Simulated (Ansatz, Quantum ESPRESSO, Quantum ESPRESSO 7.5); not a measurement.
## Evanescent states of KCl, rock salt type, lattice constant set to 6.252 Å

Aim: how fast states decay in the gap of KCl, rock salt type, lattice constant set to 6.252 Å.

Method: plane-wave DFT, PBE, GBRV ultrasoft pseudopotentials (cross-check by Ansatz 0.2.0 with PAW datasets), in Quantum ESPRESSO 7.5.

The structure was built from a prototype and need not be the compound's stable phase.

## Step 1: The starting structure

Symmetry: Fm-3m, No. 225, cubic system. The conventional cell has a = 6.252 Å, b = 6.252 Å, c = 6.252 Å, α = 90.00°, β = 90.00°, γ = 90.00°. Nearest to K lie 6 Cl at 3.13 Å. Nearest to Cl lie 6 K at 3.13 Å. Farther neighbours and most contacts between anions are not listed.

## Step 2: Self-consistent run

pwcond needs a cell whose third axis lies along the current and stands perpendicular to the other two.

scf.in

```
&control
  prefix = 'scf'
  outdir = './out'
  pseudo_dir = './pseudo'
  calculation = 'scf'
  tprnfor = .true.
/
&system
  ibrav = 0
  nat = 4
  ntyp = 2
  ecutwfc = 40
  ecutrho = 200
  occupations = 'fixed'
  nbnd = 20
/
&electrons
  conv_thr = 1e-09
  mixing_beta = 0.6
  electron_maxstep = 120
/
ATOMIC_SPECIES
  K   39.0983  k_pbe_v1.4.uspp.F.UPF
  Cl  35.4500  cl_pbe_v1.4.uspp.F.UPF
CELL_PARAMETERS angstrom
  4.42083159597829 0.00000000000000 0.00000000000000
  0.00000000000000 4.42083159597829 0.00000000000000
  0.00000000000000 0.00000000000000 6.25200000000000
ATOMIC_POSITIONS crystal
  K   0.000000000000 0.000000000000 0.000000000000
  Cl  0.500000000000 0.500000000000 0.000000000000
  K   0.500000000000 0.500000000000 0.500000000000
  Cl  0.000000000000 0.000000000000 0.500000000000
K_POINTS automatic
  6 6 4 0 0 0
```

Launch:

```
OMP_NUM_THREADS=1 mpirun -n 2 pw.x -nk 2 -in scf.in > scf.out
```

Output:

```text
Program PWSCF v.7.5 starts
[citation notice left out]

     Parallel version (MPI & OpenMP), running on       2 processor cores
     Number of MPI processes:                 2
     Threads/MPI process:                     1

     MPI processes distributed on     1 nodes
[...]
Current dimensions of program PWSCF are:
     Max number of different atomic species (ntypx) = 10
     Max number of k-points (npk) =  40000
     Max angular momentum in pseudopotentials (lmaxx) =  4
     Found identity + ( -0.5000 -0.5000 -0.5000) symmetry
     This is a supercell, fractional translations are disabled
     Message from routine setup:
     using ibrav=0 with symmetry is DISCOURAGED, use correct ibrav instead

     K-points division:     npool     =       2
     Subspace diagonalization in iterative solution of the eigenvalue problem:
     a serial algorithm will be used

     G-vector sticks info
     --------------------
     sticks:   dense  smooth     PW     G-vecs:    dense   smooth      PW
     Sum        1109     885    261                39481    28195    4575

     Using Slab Decomposition

     bravais-lattice index     =            0
     lattice parameter (alat)  =       8.3542  a.u.
     unit-cell volume          =     824.5624 (a.u.)^3
     number of atoms/cell      =            4
     number of atomic types    =            2
     number of electrons       =        32.00
     number of Kohn-Sham states=           20
     kinetic-energy cutoff     =      40.0000  Ry
     charge density cutoff     =     200.0000  Ry
     scf convergence threshold =      1.0E-09
     mixing beta               =       0.6000
     number of iterations used =            8  plain     mixing
     Exchange-correlation=  SLA  PW   PBX  PBC
                           (   1   4   3   4   0   0   0)

     celldm(1)=   8.354161  celldm(2)=   0.000000  celldm(3)=   0.000000
     celldm(4)=   0.000000  celldm(5)=   0.000000  celldm(6)=   0.000000

     crystal axes: (cart. coord. in units of alat)
               a(1) = (   1.000000   0.000000   0.000000 )
               a(2) = (   0.000000   1.000000   0.000000 )
               a(3) = (   0.000000   0.000000   1.414214 )

     reciprocal axes: (cart. coord. in units 2 pi/alat)
               b(1) = (  1.000000  0.000000  0.000000 )
               b(2) = (  0.000000  1.000000  0.000000 )
               b(3) = (  0.000000  0.000000  0.707107 )

     PseudoPot. # 1 for K  read from file:
     ./pseudo/k_pbe_v1.4.uspp.F.UPF
     Pseudo is Ultrasoft + core correction, Zval =  9.0
     Generated by new atomic code, or converted to UPF format
     Using radial grid of  841 points,  6 beta functions with:
                l(1) =   0
                l(2) =   0
                l(3) =   1
                l(4) =   1
                l(5) =   2
                l(6) =   2
     Q(r) pseudized with  6 coefficients,  rinner =    1.500   1.500   1.500
                                                       1.500   1.500

     PseudoPot. # 2 for Cl read from file:
     ./pseudo/cl_pbe_v1.4.uspp.F.UPF
     Pseudo is Ultrasoft + core correction, Zval =  7.0
     Generated by new atomic code, or converted to UPF format
     Using radial grid of  909 points,  6 beta functions with:
                l(1) =   0
                l(2) =   0
                l(3) =   1
                l(4) =   1
                l(5) =   2
                l(6) =   2
     Q(r) pseudized with  8 coefficients,  rinner =    1.300   1.300   1.300
                                                       1.300   1.300

     atomic species   valence    mass     pseudopotential
     K                 9.00    39.09830     K ( 1.00)
     Cl                7.00    35.45000     Cl( 1.00)

     16 Sym. Ops., with inversion, found

   Cartesian axes

     site n.     atom                  positions (alat units)
         1        K      tau(   1) = (   0.0000000   0.0000000   0.0000000  )
         2        Cl     tau(   2) = (   0.5000000   0.5000000   0.0000000  )
         3        K      tau(   3) = (   0.5000000   0.5000000   0.7071068  )
         4        Cl     tau(   4) = (   0.0000000   0.0000000   0.7071068  )

     number of k points=    30
                       cart. coord. in units 2pi/alat
        k(    1) = (   0.0000000   0.0000000   0.0000000), wk =   0.0138889
        k(    2) = (   0.0000000   0.0000000   0.1767767), wk =   0.0277778
        k(    3) = (   0.0000000   0.0000000  -0.3535534), wk =   0.0138889
        k(    4) = (   0.0000000   0.1666667   0.0000000), wk =   0.0555556
        k(    5) = (   0.0000000   0.1666667   0.1767767), wk =   0.1111111
        k(    6) = (   0.0000000   0.1666667  -0.3535534), wk =   0.0555556
        k(    7) = (   0.0000000   0.3333333   0.0000000), wk =   0.0555556
        k(    8) = (   0.0000000   0.3333333   0.1767767), wk =   0.1111111
        k(    9) = (   0.0000000   0.3333333  -0.3535534), wk =   0.0555556
        k(   10) = (   0.0000000  -0.5000000   0.0000000), wk =   0.0277778
[...]
k(   30) = (  -0.5000000  -0.5000000  -0.3535534), wk =   0.0138889

     Dense  grid:    39481 G-vectors     FFT dimensions: (  40,  40,  54)

     Smooth grid:    28195 G-vectors     FFT dimensions: (  36,  36,  48)

     Estimated max dynamical RAM per process >     104.35 MB

     Estimated total dynamical RAM >     199.06 MB

     Initial potential from superposition of free atoms

     starting charge      30.9931, renormalised to      32.0000

     negative rho (up, down):  3.286E-02 0.000E+00
     Starting wfcs are   24 randomized atomic wfcs

     total cpu time spent up to now is        2.9 secs

     per-process dynamical memory:    48.5 Mb

     Self-consistent Calculation

     iteration #  1     ecut=    40.00 Ry     beta= 0.60
     Davidson diagonalization with overlap
     ethr =  1.00E-02,  avg # of iterations =  5.4

     Threshold (ethr) on eigenvalues was too large:
     Diagonalizing with lowered threshold

     Davidson diagonalization with overlap
     ethr =  6.93E-04,  avg # of iterations =  3.2

     negative rho (up, down):  3.236E-02 0.000E+00

     total cpu time spent up to now is        7.3 secs

     total energy              =    -181.07256828 Ry
     estimated scf accuracy    <       0.19696508 Ry

     iteration #  2     ecut=    40.00 Ry     beta= 0.60
[...]
negative rho (up, down):  3.122E-02 0.000E+00

[...]
total energy              =    -181.13023631 Ry
     estimated scf accuracy    <       0.01383803 Ry

     iteration #  3     ecut=    40.00 Ry     beta= 0.60
[...]
c_bands:  1 eigenvalues not converged
[...]
negative rho (up, down):  3.035E-02 0.000E+00

[...]
total energy              =    -181.13558729 Ry
     estimated scf accuracy    <       0.00249032 Ry

     iteration #  4     ecut=    40.00 Ry     beta= 0.60
[...]
c_bands:  2 eigenvalues not converged
[...]
negative rho (up, down):  3.056E-02 0.000E+00

[...]
total energy              =    -181.13616271 Ry
     estimated scf accuracy    <       0.00058657 Ry

     iteration #  5     ecut=    40.00 Ry     beta= 0.60
[...]
c_bands:  1 eigenvalues not converged
[...]
negative rho (up, down):  3.044E-02 0.000E+00

[...]
total energy              =    -181.13637366 Ry
     estimated scf accuracy    <       0.00025104 Ry

     iteration #  6     ecut=    40.00 Ry     beta= 0.60
[...]
negative rho (up, down):  3.041E-02 0.000E+00

[...]
total energy              =    -181.13640440 Ry
     estimated scf accuracy    <       0.00001235 Ry

     iteration #  7     ecut=    40.00 Ry     beta= 0.60
[...]
negative rho (up, down):  3.038E-02 0.000E+00

[...]
total energy              =    -181.13641850 Ry
     estimated scf accuracy    <       0.00000048 Ry

     iteration #  8     ecut=    40.00 Ry     beta= 0.60
[...]
negative rho (up, down):  3.036E-02 0.000E+00

[...]
total energy              =    -181.13641906 Ry
     estimated scf accuracy    <       0.00000014 Ry

     iteration #  9     ecut=    40.00 Ry     beta= 0.60
[...]
negative rho (up, down):  3.035E-02 0.000E+00

[...]
total energy              =    -181.13641910 Ry
     estimated scf accuracy    <          4.1E-09 Ry

     iteration # 10     ecut=    40.00 Ry     beta= 0.60
[...]
negative rho (up, down):  3.035E-02 0.000E+00

[...]
total energy              =    -181.13641911 Ry
     estimated scf accuracy    <          1.9E-09 Ry

     iteration # 11     ecut=    40.00 Ry     beta= 0.60
[...]
negative rho (up, down):  3.035E-02 0.000E+00

[...]
End of self-consistent calculation

          k = 0.0000 0.0000 0.0000 (  3563 PWs)   bands (ev):

   -26.1239 -26.1088 -11.1077 -11.0037  -9.7305  -9.6370  -9.6370  -9.5781
    -9.5781  -9.5781   0.3639   0.8055   0.8055   1.0323   1.0323   1.0323
     6.2890   7.5487   9.4156   9.4621

          k = 0.0000 0.0000 0.1768 (  3524 PWs)   bands (ev):

   -26.1217 -26.1109 -11.1419 -11.0760  -9.6279  -9.6279  -9.6232  -9.5863
    -9.5863  -9.5228   0.3134   0.7539   0.8298   0.8298   0.9891   0.9891
     6.7656   7.7381   8.8390   8.9994

          k = 0.0000 0.0000-0.3536 (  3496 PWs)   bands (ev):

   -26.1162 -26.1162 -11.1570 -11.1570  -9.6065  -9.6065  -9.6065  -9.6065
    -9.4971  -9.4971   0.3805   0.3805   0.9001   0.9001   0.9001   0.9001
     7.7609   7.7609   8.2734   8.2734

          k = 0.0000 0.1667 0.0000 (  3531 PWs)   bands (ev):

   -26.1219 -26.1088 -11.1435 -11.0573  -9.7176  -9.6281  -9.5856  -9.5775
    -9.5766  -9.5288   0.4071   0.6302   0.7682   0.7997   0.9598   0.9901
     6.7315   7.9198   9.2258   9.5866

          k = 0.0000 0.1667 0.1768 (  3530 PWs)   bands (ev):

   -26.1199 -26.1106 -11.1777 -11.1225  -9.6500  -9.6202  -9.5841  -9.5801
    -9.5387  -9.4865   0.3022   0.6024   0.6976   0.7879   0.9053   0.9225
     7.1601   8.0868   9.1518   9.1646

          k = 0.0000 0.1667-0.3536 (  3512 PWs)   bands (ev):

   -26.1152 -26.1152 -11.1955 -11.1955  -9.6019  -9.6019  -9.5996  -9.5996
    -9.4543  -9.4543   0.3055   0.3055   0.7968   0.7968   0.8464   0.8464
     8.0577   8.0577   8.6116   8.6116

[...]
highest occupied, lowest unoccupied level (ev):     1.0323    6.2890

!    total energy              =    -181.13641911 Ry
     estimated scf accuracy    <          9.0E-10 Ry

     The total energy is the sum of the following terms:
     one-electron contribution =     -59.30384401 Ry
     hartree contribution      =      39.52646844 Ry
     xc contribution           =     -37.21765642 Ry
     ewald contribution        =    -124.14138713 Ry

     convergence has been achieved in  11 iterations

     negative rho (up, down):  3.035E-02 0.000E+00

     Forces acting on atoms (cartesian axes, Ry/au):

     atom    1 type  1   force =     0.00000000    0.00000000    0.00000000
     atom    2 type  2   force =     0.00000000    0.00000000    0.00000000
     atom    3 type  1   force =     0.00000000    0.00000000    0.00000000
     atom    4 type  2   force =     0.00000000    0.00000000    0.00000000

     Total force =     0.000000     Total SCF correction =     0.000000

[...]
=------------------------------------------------------------------------------=
   JOB DONE.
=------------------------------------------------------------------------------=
```

Run time: 40 s. Hardware: 2 MPI ranks of AMD EPYC 7R43, shared host; peak memory 0.29 GiB; 78 s of CPU time.

Read from the output:

* free energy: -2464.4865 eV
* valence top, on the run's zero: 1.032 eV
* conduction bottom, on the run's zero: 6.289 eV
* gap by band count: 5.257 eV

The run needed 11 iterations to bring the estimated error under 1e-09 Ry.

(Continued in part 2 of 4.)

[Logs are printed without paths, hosts, clocks, repeated set-up lines and the standing remarks that a program may print on its own settings, such as how far it seeks lower states.]

[Hosts, paths, dates, database ids (printed as entryN), source tags and the programs' standing remarks are cut or masked in the printed files.]

[Maps of the electrostatic potential energy from Ansatz leave out the sawtooth potential of an applied field or a dipole correction, so their vacuum need not be flat; planar profiles and work functions include it.]
